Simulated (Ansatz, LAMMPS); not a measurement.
# Elastic response of glassy 67SiO2-11B2O3-11CaO-11K2O (mol %) (143 atoms), part 4 of 4

How stiff is glassy 67SiO2-11B2O3-11CaO-11K2O (mol %) (143 atoms)?

Ansatz 0.2.0; Kohn-Sham DFT, PBE, PAW (set soft_2), plane waves.

The cell: 31 Si, 10 B, 5 Ca, 10 K and 87 O. The quench rate of 20 K/ps far exceeds what a furnace or splat quench reaches. The starting topology of bonds comes from the classical model. Only the Γ point is sampled.

So far. Step 10 (Stretched by 1 % along x): The relaxation converged after 5 steps, 0.127 eV below its start, with a largest force component of 0.045 eV/Å. Step 10 (Stretched by 1 % along x): Stretched by 1 % along x: the energy stands 0.0439 eV above that of the reference, at a pressure of -0.402 GPa.

### 11. Compressed by 1 % along x

The relaxed cell is strained along x alone, which gives the stiffness along x and its coupling to y and z.

File input.yaml:

```yaml
crystal:
  lattice:
    - [12.54821, 0.15055, 0.00695]
    - [0.14904, 12.44342, 0.44706]
    - [0.00688, 0.44706, 12.87277]
  atoms:
    [... the 143 atom lines of step 4 ...]
kpoints:
  mp_grid: { grid: [1, 1, 1] }
hamiltonian:
  xc: pbe
scf:
  occupations: { method: fixed }
output:
  forces: true
  eigenvalues: true
  stress: true
relax:
  f_tol: 0.05
  max_steps: 70
```

On the command line:

```sh
ansatz run input.yaml --threads 4 --pin off --max-ram 8192MiB --backend cpu --events-out ev --progress --plain --runs-dir out
```

Numbers of over 12 decimals in the logs are rounded to 6 here.

What it wrote:

```text
Warning: output.stress: scf.convergence.dr2_threshold = 1e-7 eV (the SCF's general default) is looser than the 1.08e-8 eV advised for a printed stress (1e-10 eV for each atom of the cell: 143, of which 108 are counted). What an SCF threshold leaves in a stress goes as its square root, and in the free energy as the threshold itself, and one threshold admits the most on a small cell: [...]
Engine: ansatz 0.2.0, x86_64-unknown-linux-gnu
Pseudopotentials: kind: paw
Pseudopotential: Si, paw, valence charge 4, recommended cutoff 420 eV (normal), Si.paw.azcp
Pseudopotential: B, paw, valence charge 3, recommended cutoff 420 eV (normal), B.paw.azcp
Pseudopotential: Ca, paw, valence charge 10, recommended cutoff 420 eV (normal), Ca.paw.azcp
Pseudopotential: K, paw, valence charge 9, recommended cutoff 420 eV (normal), K.paw.azcp
Pseudopotential: O, paw, valence charge 6, recommended cutoff 420 eV (normal), O.paw.azcp
[... 5 lines on functional and potentials left out ...]
Crystal: 143 atoms, lattice volume = 2007.192 Å³
Basis set: ecut = 420 eV, 39221 PW (Γ), exchange–correlation on 180×180×180 points (8 copies of the dense FFT grid, shifted against one another)
Bands: 551, of which v1, the nominal top of the filled ones, is band 408 counted from 1 (407 counted from 0)
Symmetry: 1 space group operations
Space group: P1 (ITA 1), of the structure as read, at distance tolerance 1.3e-4 Å
k-points: 1
[... 11 lines on functional and potentials left out ...]
Initial density: superposition of atomic densities (neutral atoms: chi_scale 0, normalization atom), corrected by the library's trained network
Initial wavefunctions: pseudopotential atomic-orbital guess
Functional: x = pbe(κ = 0.804, μ = 0.219515), c = pbe(β = 0.066725)
SCF iter   1: F=—  HF=-95254.962376 eV  |F-HF|=—  |Δ(HF+E_count)|=         —  Δρ=2.06e-3  dr2=8.64e-2  ethr=1.77e-3  ⟨swp⟩=5.0  Hψ=1984  notcnv=0  defer=141
preconditioner: auto → Resta (q_TF=auto, 2.348 Å⁻¹)  ε∞=3.1  [insulator: Δε(μ)=3.575 eV  Ē_g=16.202 eV  n_scr=442 (ndim 8)  ℏωp=23.2 eV  f_vac=0.171  ε∞_Penn≈3.1]
SCF iter   2: F=—  HF=-95254.980854 eV  |F-HF|=—  |Δ(HF+E_count)|=   1.85e-2  Δρ=1.16e-3  dr2=2.40e-2  ethr=1.06e-5  ⟨swp⟩=3.0  Hψ=931  notcnv=0  defer=141
SCF iter   3: F=—  HF=-95254.989564 eV  |F-HF|=—  |Δ(HF+E_count)|=   8.71e-3  Δρ=5.26e-4  dr2=6.31e-3  ethr=2.94e-6  ⟨swp⟩=2.0  Hψ=717  notcnv=0  defer=141
SCF iter   4: F=—  HF=-95254.990465 eV  |F-HF|=—  |Δ(HF+E_count)|=   9.01e-4  Δρ=1.50e-4  dr2=6.37e-4  ethr=7.73e-7  ⟨swp⟩=2.0  Hψ=717  notcnv=0  defer=141
SCF iter   5: F=—  HF=-95254.990524 eV  |F-HF|=—  |Δ(HF+E_count)|=   5.88e-5  Δρ=9.49e-5  dr2=1.89e-4  ethr=7.80e-8  ⟨swp⟩=2.0  Hψ=740  notcnv=0  defer=141
SCF iter   6: F=-95254.990512 eV  HF=-95254.990520 eV  |F-HF|=7.88e-6  |Δ(HF+E_count)|=   3.93e-6  Δρ=3.53e-5  dr2=2.75e-5  ethr=7.66e-9  ⟨swp⟩=21.0  Hψ=4243  notcnv=0
SCF 1 converged in 6 iterations: F = -95254.990512 eV  dr2 = 2.75e-5
[...]
relax step   1: F+E_penalty+E_count = -95254.99051209 eV  Δ(F+E_penalty+E_count) = +0.000e0 eV  max|allowed force component| = 4.680e-1 eV/Å  Δτ_max = 0.0000 Å  (6 SCF iters, dr2 threshold 6.25e-5 eV, accepted)
[...]
relax step   2: F+E_penalty+E_count = -95255.07310259 eV  Δ(F+E_penalty+E_count) = -8.259e-2 eV  max|allowed force component| = 2.741e-1 eV/Å  Δτ_max = 0.0513 Å  (6 SCF iters, dr2 threshold 1.37e-5 eV, accepted)
[...]
relax step   4: F+E_penalty+E_count = -95255.11774200 eV  Δ(F+E_penalty+E_count) = -6.335e-3 eV  max|allowed force component| = 7.708e-2 eV/Å  Δτ_max = 0.0391 Å  (8 SCF iters, accepted)
[...]
Step cancelled. What follows is not a result of the run: it is the report of the last solve that finished, which converged after 8 SCF iterations.
Free energy (F): -95255.117742 eV
Harris-Foulkes:  -95255.117742 eV  (|F-HF|=1.62e-8)
Internal energy: -95255.117742 eV  (E = F + TS)
E sigma→0 (E₀):  -95255.117742 eV
Fermi energy:    3.855426 eV
--- Per-component energies (eV) ---
  E_band       = -4522.476040
  E_kinetic    = 21291.649098
  E_local      = -60499.368274  (includes V_loc(G=0)·N_el)
  E_nonlocal   = 5474.087365
  E_hartree    = 22862.181771
  E_xc         = -10551.053400
  E_vxc        = -12610.013527  (∫ρ·V_xc dr)
  E_paw        = -42614.271945  (= ΣΔE_a)
  E_vpaw       = -3903.398838  (= ΣTr[D̂ρ^β])
  E_aug_tail   = 0.221101  (compensation charges beyond the density's cutoff)
  E_ewald      = -31218.563458
  E_smearing   = -0.000000  (= −TS)
  E_closure    = -0.000000  (closes the sum)
  Σ components = -95255.117742   (vs F -95255.117742, Δ=0.00e0)
--- Forces (eV/Å), atoms counted from 1 ---
  atom   1  Si    -0.00291956    -0.01295274    -0.00880884
  atom   2  Si     0.02695794     0.05068399     0.03628689
  atom   3  Si    -0.03619880     0.00134766    -0.02462594
  atom   4  Si    -0.02335241    -0.03482753    -0.06116185
  atom   5  Si     0.02421160    -0.02230947     0.01946808
  atom   6  Si    -0.00410073     0.00948849    -0.00064974
  atom   7  Si    -0.04060627     0.00520128     0.00046473
  atom   8  Si    -0.00633781    -0.00566090    -0.02183997
[...]
atom  13  Si    -0.07707721     0.04931207     0.04913712
  atom  14  Si    -0.00211273    -0.01441123     0.00199309
[...]
atom 142  O     -0.00683740     0.00017103     0.00463647
  atom 143  O      0.00911281     0.01522209     0.01021303
  max |Σ_I F_I| component: 3.55e-5 eV/Å
--- Stress (GPa, compression-positive) ---
        0.770281       0.084878      -0.014216
        0.084875       0.229898       0.038514
       -0.014218       0.038513       0.283720
  P = ⅓ Tr σ = 0.4280 GPa (4.280 kbar)
--- Band table (eV) ---
  k-point 0: bands = ["-35.4271", "-35.2205", "-35.1368", "-35.1069", [... 535 levels ...], "13.0463", "13.0571", "13.0694", "13.0940", "13.1279", "13.1502", "13.1606", "13.1843", "13.2118", "13.2197", "13.2369", "13.2673"]
End of that report.
Error: SIGTERM received: cancelled by the caller after 3 completed SCF iterations
```

Run time: 98 s. Hardware: 4 threads of Intel Xeon Platinum 8488C (Sapphire Rapids), shared host; peak memory 3.2 GiB.

The relaxation was stopped at its limit after 4 steps, 0.127 eV below its start, with a largest force component of 0.077 eV/Å.

Compressed by 1 % along x: the energy stands 0.0531 eV above that of the reference.

### 12. Pressure against volume

Atoms are relaxed at each volume, in the scaled cell.

| volume change (%) | volume (Å³/atom) | energy change (meV/atom) | pressure (GPa) | largest move on relaxing (Å) | bonds | gap (eV) |
| --- | --- | --- | --- | --- | --- | --- |
| -6 | 13.327 | 6.45 | 2.55 | 0.43 | 256 | 3.56 |
| -3 | 13.753 | 1.62 | 1.23 | 0.26 | 251 | 3.49 |
| +0 | 14.178 | 0.00 | 0.00 | - | 248 | 3.44 |
| +3 | 14.603 | 1.35 | -1.02 | 0.55 | 244 | 3.39 |
| +6 | 15.029 | 5.21 | -1.94 | 1.12 | 243 | 3.35 |

### 13. Uniaxial strain and shear

Stress (GPa, compression positive) less that of the relaxed cell, atoms relaxed:

| strain | xx | yy | zz | xy | energy change (meV/atom) |
| --- | --- | --- | --- | --- | --- |
| stretched by 1 % along x | -0.752 | -0.255 | -0.207 | -0.046 | 0.31 |

### 14. What came out

The bulk modulus, from the slope of pressure against ln V over the three points nearest the relaxed volume, is 37.5 GPa; a quadratic over all points gives a pressure derivative of about 3.2. The count of bonds runs from 243 to 256 over the series, so at some points contacts cross the cutoffs. At +3 % and +6 % some atom moved by over 0.5 Å on relaxing, so those points may sit in another local minimum. The gap goes from 3.56 eV at the smallest volume to 3.35 eV at the largest, -1.8 eV per unit of ln V by a straight line, on the run's k-points.

**Limits.** Strains are finite and relaxations stop at the force tolerance of the input, which can leave moduli too stiff; they are those of a static cell at zero temperature. Volumes are changed with the cell's shape held, so in an anisotropic solid the modulus lies over the one under free hydrostatic load. The program notes that the SCF threshold of the relaxations is loose for the stress.

The DFT runs together took 44 min of wall time.

[Logs are printed without paths, hosts, clocks, repeated set-up lines and the standing remarks that a program may print on its own settings, such as how far it seeks lower states.]

[Hosts, paths, dates, database ids (printed as entryN), source tags and the programs' standing remarks are cut or masked in the printed files.]
